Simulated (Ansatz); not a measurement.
# Charge trapping in a frame of ionic liquid ethylpyridinium methanesulfonate with water from 300 K (87 atoms), part 4 of 5

Aim: add and remove one electron in a frame of ionic liquid ethylpyridinium methanesulfonate with water from 300 K (87 atoms), with atoms held and relaxed, and read trapping energy and localisation.

Ansatz 0.2.0; Kohn-Sham DFT, r2SCAN+D4, PAW (set soft_2), plane waves.

The cell: 24 C, 3 N, 45 H, 3 S and 12 O. The network of contacts between molecules at the start is that of the classical potential that made the cell. Sampling is at Γ alone, for a cell whose shortest periodic width is 10 Å. The liquid is relaxed first.

So far. Step 2 (Single point at the start): The r.m.s. force at the start is 0.82 eV/Å. Step 3 (Relaxation): The relaxation converged after 46 steps, 4.06 eV below its start, with a largest force component of 0.046 eV/Å.

**5. An extra electron, atoms held**

The electron count changes by one with the atoms held: a vertical process, on a uniform background, with spin and a narrow Fermi–Dirac smearing. Its energy against the neutral cell hangs on the program's zero of potential.

input.yaml reads:

```yaml
crystal:
  lattice:
    - [9.74801, 0.0, 0.0]
    - [0.0, 9.74801, 0.0]
    - [0.0, 0.0, 9.74801]
  atoms:
    [... the 87 atom lines of step 4 ...]
total_charge: -1
kpoints:
  mp_grid: { grid: [1, 1, 1] }
hamiltonian:
  xc: r2scan
  dispersion: d4
scf:
  occupations: { method: fermi_dirac, width: 0.01 }
  lower_state_search: "off"
output:
  forces: true
  stress: true
  populations: true
  dos:
    method: { smearing: { sigma: 0.1 } }
    de: 0.1
    projected: { site_lists: { C: [C], H: [H], "N": ["N"], O: [O], S: [S] } }
  eigenvalues: true
  write_density: true
  write_potential: true
  volumetric_format: npy
magnetization:
  spin_polarized: true
  initial_magnetization: 1
```

Launch:

```console
> ansatz run input.yaml --threads 4 --pin off --max-ram 8192MiB --backend cpu --events-out ev --progress --plain --runs-dir out
```

Numbers of over 12 decimals in the logs are rounded to 6 here.

The log of the run:

```text
[...]
Crystal: 87 atoms, lattice volume = 926.292 Å³
Basis set: ecut = 500 eV, 23583 PW (Γ), exchange–correlation on 288×288×288 points (64 copies of the dense FFT grid, shifted against one another)
Bands: 211, of which v1, the nominal top of the filled ones, is band 124 counted from 1 (123 counted from 0)
Symmetry: 1 space group operations
[...]
k-points: 1
[... 15 lines on functional and potentials left out ...]
Starting moments: Σ|m| = 1 μB on 87 of 87 sites
[...]
SCF iter   1: F=-17407.453299 eV  HF=-17493.893725 eV  |F-HF|=8.64e1  |Δ(HF+E_count)|=         —  Δρ=5.60e-2 (↑5.56e-2 ↓5.60e-2)  dr2=1.33e2  dr2_τ=3.92e0  dr2_m=4.38e-2  M=0.766 μB ∫|m|=0.800 μB  β_m=0.30  ethr=3.10e-3  ⟨swp⟩=5.0  Hψ=1810  notcnv=0  defer=131
[...]
spin=Collinear: Kerker preconditioning applied to the charge; magnetization (m = ρ↑ − ρ↓) channel mixes plain (no charge-response kernel on spin).
SCF iter   2: F=-17432.387539 eV  HF=-17473.138048 eV  |F-HF|=4.08e1  |Δ(HF+E_count)|=    2.08e1  Δρ=3.93e-2 (↑3.93e-2 ↓3.93e-2)  dr2=6.77e1  dr2_τ=3.47e-1  dr2_m=7.84e-2  M=1.000 μB ∫|m|=1.049 μB  β_m=0.30  ethr=3.10e-3  ⟨swp⟩=2.0  Hψ=738  notcnv=0  defer=162  κ⁻¹=1.0e0(r=1)
[...]
spin=Collinear: Resta preconditioning applied to the charge; magnetization (m = ρ↑ − ρ↓) channel mixes plain (no charge-response kernel on spin).
SCF iter   3: F=-17449.567995 eV  HF=-17455.355358 eV  |F-HF|=5.79e0  |Δ(HF+E_count)|=    1.78e1  Δρ=1.67e-2 (↑1.67e-2 ↓1.34e-2)  dr2=1.15e1  dr2_τ=2.69e-1  dr2_m=1.62e-1  M=0.990 μB ∫|m|=1.134 μB  β_m=0.30  ethr=3.10e-3  ⟨swp⟩=3.5  Hψ=680  notcnv=0  defer=162  κ⁻¹=7.0e-2(r=2)
SCF iter   4: F=-17451.587684 eV  HF=-17454.479275 eV  |F-HF|=2.89e0  |Δ(HF+E_count)|=   8.76e-1  Δρ=1.22e-2 (↑1.22e-2 ↓9.87e-3)  dr2=6.11e0  dr2_τ=2.32e-2  dr2_m=9.73e-2  M=1.000 μB ∫|m|=1.141 μB  β_m=0.30  ethr=3.10e-3  ⟨swp⟩=2.0  Hψ=505  notcnv=0  defer=164  κ⁻¹=1.2e-2(r=3)
[...]
SCF iter  11: F=-17453.947121 eV  HF=-17454.190098 eV  |F-HF|=2.43e-1  |Δ(HF+E_count)|=   1.68e-2  Δρ=3.06e-3 (↑3.06e-3 ↓4.55e-4)  dr2=3.06e-1  dr2_τ=3.46e-4  dr2_m=1.87e-2  M=1.000 μB ∫|m|=1.323 μB  β_m=1.20  ethr=1.58e-4  ⟨swp⟩=2.0  Hψ=276  notcnv=0  defer=162
[...]
spin-set hold released at iteration 11 (site moments contracting): the magnetisation degrees of freedom join the quasi-Newton model from the next iteration; the mixer history was flushed
SCF iter  12: F=-17454.121504 eV  HF=-17454.154767 eV  |F-HF|=3.33e-2  |Δ(HF+E_count)|=   3.53e-2  Δρ=9.92e-4 (↑7.64e-4 ↓9.92e-4)  dr2=5.44e-2  dr2_τ=1.07e-3  dr2_m=3.13e-3  M=1.000 μB ∫|m|=1.377 μB  β_m=1.20  ethr=1.24e-4  ⟨swp⟩=3.0  Hψ=494  notcnv=0  defer=162  κ⁻¹=1.0e0(r=1)
SCF iter  13: F=-17452.159108 eV  HF=-17454.260567 eV  |F-HF|=2.10e0  |Δ(HF+E_count)|=   1.06e-1  Δρ=9.81e-3 (↑9.81e-3 ↓4.57e-4)  dr2=2.66e0  dr2_τ=3.37e-2  dr2_m=2.09e-1  M=0.999 μB ∫|m|=1.579 μB  β_m=1.20  ethr=2.20e-5  ⟨swp⟩=2.0  Hψ=744  notcnv=0  defer=162  κ⁻¹=1.4e-2(r=2)
[...]
SCF iter  27: F=-17454.177871 eV  HF=-17454.177871 eV  |F-HF|=9.97e-9  |Δ(HF+E_count)|=   4.90e-9  Δρ=9.93e-7 (↑9.93e-7 ↓3.29e-7)  dr2=3.02e-8  dr2_τ=3.40e-10  dr2_m=1.77e-9  M=1.000 μB ∫|m|=1.470 μB  β_m=1.20  ethr=4.05e-11  ⟨swp⟩=20.5  Hψ=4146  notcnv=0  κ⁻¹=5.3e-8(r=8)
SCF iter  28: F=-17454.177871 eV  HF=-17454.177871 eV  |F-HF|=4.54e-9  |Δ(HF+E_count)|=   7.17e-9  Δρ=1.84e-7 (↑1.82e-7 ↓1.84e-7)  dr2=1.25e-9  dr2_τ=1.39e-11  dr2_m=4.92e-11  M=1.000 μB ∫|m|=1.470 μB  ethr=1.22e-11  ⟨swp⟩=6.0  Hψ=1805  notcnv=0
SCF 1 converged in 28 iterations: F = -17454.177871 eV  dr2 = 1.25e-9
[...]
this state was not tested for a lower state beside it, because the mixer in use, unlike msr1, does not test its closes by its own steps (another_mixer; see scf.mixing.algorithm and scf.lower_state_search)
SCF converged after 28 iterations
Magnetization: 1.0000 μB (124.0000 up, 123.0000 down)
Absolute magnetization: 1.4697 μB (∫|ρ↑−ρ↓|, with the PAW one-centre terms)
[...]
Per-site moments (μB) at R_I (Å): [(0.0018098, 0.449774), (-0.0018297, 0.448609), (0.064621, 0.554452), (0.017917, 0.446365), (-0.00992264, 0.446372), [...]
Free energy (F): -17454.177871 eV
[...]
Internal energy: -17454.167099 eV  (E = F + TS)
E sigma→0 (E₀):  -17454.172485 eV
Entropy (-TS):   -0.010771 eV (-0.124 meV/atom)
Fermi energy:    2.541046 eV
[...]
Σ components = -17454.177871   (vs F -17454.177871, Δ=0.00e0)
--- Forces (eV/Å), atoms counted from 1 ---
  atom   1  C     -0.01152133    -0.09499477     0.10780951
  atom   2  C      0.01894882     0.39323415    -0.20474818
  atom   3  N      0.00360251    -1.02539711     0.48631172
  atom   4  C      0.85034880     0.58382342    -0.14512095
[...]
atom  87  H     -0.00334939     0.01075431    -0.00859289
  max |Σ_I F_I| component: 3.48e-4 eV/Å
--- Stress (GPa, compression-positive) ---
       -0.040747       0.053191       0.162918
        0.053190      -0.599664       0.283683
        0.162919       0.283684      -0.745756
  P = ⅓ Tr σ = -0.4621 GPa (-4.621 kbar)
--- Band table (eV) ---
[...]
--- Löwdin populations: 87 sites ---
  site symbol       q [e]    m [muB]
     0      C      4.4596     0.0063
     1      C      4.1470    -0.0074
     2      N      4.9614     0.1110
[...]
86      H      0.6031    -0.0000
  spilling = 0.016719 (of n_electrons = 247.000000)
```

It took 2.3 min on 4 threads of Arm Neoverse V2, shared host; peak memory 2.8 GiB.

The program notes that the stability of the SCF solution was not settled.

An extra electron, atoms held: the energy stands 2.39 eV above that of the reference, with a moment of 1.00 μB.

The levels nearest the highest filled one (over half full), pooled over k-points and spins:

```
level less the highest filled one (eV)  occupation
                                 -3.29           1
                                 -3.24           1
                                 -3.24           1
                                     0       0.771
                                0.0242       0.229
                                 0.264           0
                                 0.386           0
                                 0.545           0
```

Spin density in the bc plane at fractional x = 0.670, with atoms of C and H and N and O within 0.2 Å of it.

Ten even steps from '0' (-3.55 × 1e-2 e/Å³) to '9' (6.54 × 1e-2 e/Å³), each cell a mean:
```
333333321233333333333333333
333333332333333333333333333
333333333333333333333333333
333333333333333333333333333
333333333333333333333333333
433333333333333333333333334
543333333333333333333333367
531233333333333333333333378
320123333333333333333334794
311233333333333333333334796
201233333333333333333334554
322333333333333333333333443
333333333333333333333333333
333333333333333333333333333
333333333333333333333333333
333333333333333333333333333
333333333343333333333333333
333333333464433333333333333
333333443459843333333333333
333334575337633333333333333
333334586333333333333333333
333333443433333333333333333
333333333333333333333333333
333333321233333333333333333
```
Columns run along b (9.7 Å), rows up along c (9.7 Å). Atoms in or near the plane, at fractional coordinates: C at (0.07, 0.60), C at (0.94, 0.66), H at (0.73, 0.83), N at (0.41, 0.22), H at (0.19, 0.96), C at (0.94, 0.25), O at (0.97, 0.99).

**6. An extra electron, atoms relaxed**

The atoms now respond to the charge; the energy gained comes from screening by the atoms, from trapping if the charge localises, and from any strain left in the reference.

input.yaml, the sections that differ from step 5:

```yaml
output:
  forces: true
relax:
  f_tol: 0.05
  max_steps: 90
# crystal, total_charge, kpoints, hamiltonian, scf, magnetization: as in step 5
```

The log of the run:

```text
[...]
Pseudopotentials: kind: paw
Pseudopotential: C, paw, valence charge 4, recommended cutoff 500 eV (meta_gga), C.paw.azcp
Pseudopotential: N, paw, valence charge 5, recommended cutoff 500 eV (meta_gga), N.paw.azcp
Pseudopotential: H, paw, valence charge 1, recommended cutoff 500 eV (meta_gga), H.paw.azcp
Pseudopotential: S, paw, valence charge 6, recommended cutoff 500 eV (meta_gga), S.paw.azcp
Pseudopotential: O, paw, valence charge 6, recommended cutoff 500 eV (meta_gga), O.paw.azcp
[... 6 lines on functional and potentials left out ...]
Crystal: 87 atoms, lattice volume = 926.292 Å³
Basis set: ecut = 500 eV, 23583 PW (Γ), exchange–correlation on 288×288×288 points (64 copies of the dense FFT grid, shifted against one another)
Bands: 211, of which v1, the nominal top of the filled ones, is band 124 counted from 1 (123 counted from 0)
Symmetry: 1 space group operations
Space group: P1 (ITA 1), of the structure as read, at distance tolerance 9.7e-5 Å
Magnetic group: BNS 1.1 (UNI 1), of the structure as read, at distance tolerance 9.7e-5 Å
k-points: 1
[... 15 lines on functional and potentials left out ...]
Starting moments: Σ|m| = 1 μB on 87 of 87 sites
Initial wavefunctions: pseudopotential atomic-orbital guess
[...]
SCF iter   1: F=-17407.453300 eV  HF=-17493.893725 eV  |F-HF|=8.64e1  |Δ(HF+E_count)|=         —  Δρ=5.60e-2 (↑5.56e-2 ↓5.60e-2)  dr2=1.33e2  dr2_τ=3.92e0  dr2_m=4.38e-2  M=0.766 μB ∫|m|=0.800 μB  β_m=0.30  ethr=3.10e-3  ⟨swp⟩=5.0  Hψ=1810  notcnv=0  defer=131
preconditioner: auto → Kerker (q_TF=auto, 2.189 Å⁻¹)  [metal: Δε(μ)=0.008 eV  Ē_g=15.125 eV  σ=0.010 eV  W_gap=0.19  n_scr=170 (ndim 8)  ℏωp=17.2 eV  f_vac=0.100  D(μ)=58.41/eV (n_scr^D=618)]
spin=Collinear: Kerker preconditioning applied to the charge; magnetization (m = ρ↑ − ρ↓) channel mixes plain (no charge-response kernel on spin).
SCF iter   2: F=-17432.387530 eV  HF=-17473.138040 eV  |F-HF|=4.08e1  |Δ(HF+E_count)|=    2.08e1  Δρ=3.93e-2 (↑3.93e-2 ↓3.93e-2)  dr2=6.77e1  dr2_τ=3.47e-1  dr2_m=7.84e-2  M=1.000 μB ∫|m|=1.049 μB  β_m=0.30  ethr=3.10e-3  ⟨swp⟩=2.0  Hψ=738  notcnv=0  defer=162  κ⁻¹=1.0e0(r=1)
preconditioner: auto → Resta (q_TF=auto, 2.189 Å⁻¹)  ε∞=2.3  [insulator: Δε(μ)=0.050 eV  Ē_g=15.113 eV  σ=0.010 eV  W_gap=0.85  n_scr=170 (ndim 8)  ℏωp=17.4 eV  f_vac=0.093  D(μ)=14.21/eV (n_scr^D=80)  ε∞_Penn≈2.3]
spin=Collinear: Resta preconditioning applied to the charge; magnetization (m = ρ↑ − ρ↓) channel mixes plain (no charge-response kernel on spin).
SCF iter   3: F=-17449.567997 eV  HF=-17455.355359 eV  |F-HF|=5.79e0  |Δ(HF+E_count)|=    1.78e1  Δρ=1.67e-2 (↑1.67e-2 ↓1.34e-2)  dr2=1.15e1  dr2_τ=2.69e-1  dr2_m=1.62e-1  M=0.990 μB ∫|m|=1.134 μB  β_m=0.30  ethr=3.10e-3  ⟨swp⟩=3.5  Hψ=680  notcnv=0  defer=162  κ⁻¹=7.0e-2(r=2)
[...]
SCF iter  25: F=-17454.177869 eV  HF=-17454.177871 eV  |F-HF|=1.72e-6  |Δ(HF+E_count)|=   3.18e-7  Δρ=8.38e-6 (↑8.38e-6 ↓1.01e-6)  dr2=2.24e-6  dr2_τ=2.37e-8  dr2_m=1.45e-7  M=1.000 μB ∫|m|=1.470 μB  ethr=3.43e-9  ⟨swp⟩=1.0  Hψ=690  notcnv=0
SCF 1 converged in 25 iterations: F = -17454.177869 eV  dr2 = 2.24e-6
[...]
relax step   1: F+E_penalty+E_count = -17454.17786879 eV  Δ(F+E_penalty+E_count) = +0.000e0 eV  max|allowed force component| = 1.025e0 eV/Å  Δτ_max = 0.0000 Å  (25 SCF iters, dr2 threshold 6.25e-5 eV, accepted)
[... from here on, the SCF cycles and remarks between the steps are left out, and one step in 5 is shown ...]
relax step   2: F+E_penalty+E_count = -17454.26326796 eV  Δ(F+E_penalty+E_count) = -8.540e-2 eV  max|allowed force component| = 6.791e-1 eV/Å  Δτ_max = 0.1653 Å  (23 SCF iters, dr2 threshold 6.56e-5 eV, accepted)
relax step   5: F+E_penalty+E_count = -17454.27362646 eV  Δ(F+E_penalty+E_count) = +2.109e-2 eV  max|allowed force component| = 6.161e-1 eV/Å  Δτ_max = 0.1398 Å  (16 SCF iters, dr2 threshold 1.00e-4 eV, rejected (line search))
relax step  10: F+E_penalty+E_count = -17454.32176634 eV  Δ(F+E_penalty+E_count) = -1.612e-3 eV  max|allowed force component| = 1.031e-1 eV/Å  Δτ_max = 0.0714 Å  (12 SCF iters, dr2 threshold 9.17e-6 eV, accepted)
relax step  11: F+E_penalty+E_count = -17454.32329428 eV  Δ(F+E_penalty+E_count) = -1.528e-3 eV  max|allowed force component| = 5.394e-2 eV/Å  Δτ_max = 0.0322 Å  (14 SCF iters, dr2 threshold 5.67e-6 eV, accepted)
[...]
spin=Collinear: Resta preconditioning applied to the charge; magnetization (m = ρ↑ − ρ↓) channel mixes plain (no charge-response kernel on spin).
[...]
Step cancelled. What follows is not a result of the run: it is the report of the last solve that finished, which converged after 14 SCF iterations.
Magnetization: 1.0000 μB (124.0000 up, 123.0000 down)
Absolute magnetization: 1.4622 μB (∫|ρ↑−ρ↓|, with the PAW one-centre terms)
Spin contamination: 0.0171 ħ² per cell (⟨S²⟩ above its minimum at these occupations)
Per-site moments (μB) at R_I (Å): [(0.0025079, 0.449967), (-0.00252918, 0.449214), (0.091885, 0.565365), (0.025350, 0.445693), (-0.013450, 0.446502), [...]
Free energy (F): -17454.323294 eV
Harris-Foulkes:  -17454.323294 eV  (|F-HF|=2.23e-9)
Internal energy: -17454.319240 eV  (E = F + TS)
E sigma→0 (E₀):  -17454.321267 eV
Entropy (-TS):   -0.004055 eV (-0.047 meV/atom)
Fermi energy:    2.324313 eV
--- Per-component energies (eV) ---
[...]
Σ components = -17454.323294   (vs F -17454.323294, Δ=0.00e0)
--- Forces (eV/Å), atoms counted from 1 ---
  atom   1  C     -0.00438810    -0.01511129    -0.00281753
  atom   2  C      0.00297095     0.03136449    -0.00356847
  atom   3  N      0.00717716    -0.04028328     0.01282768
  atom   4  C     -0.00098278     0.02557958    -0.01028686
[...]
atom  87  H     -0.00272969     0.00351561     0.00053726
  max |Σ_I F_I| component: 4.61e-4 eV/Å
End of that report.
Error: SIGTERM received: cancelled by the caller after 14 completed SCF iterations
```

It took 17 min on 4 threads; peak memory 2.7 GiB; 66 min of CPU time.

The relaxation was stopped at its limit after 11 steps, 0.145 eV below its start, with a largest force component of 0.054 eV/Å.

An extra electron, atoms relaxed: the energy stands 2.24 eV above that of the reference.

(Continued in part 5 of 5.)

[Logs are printed without paths, hosts, clocks, repeated set-up lines and the standing remarks that a program may print on its own settings, such as how far it seeks lower states.]

[Hosts, paths, dates, database ids (printed as entryN), source tags and the programs' standing remarks are cut or masked in the printed files.]
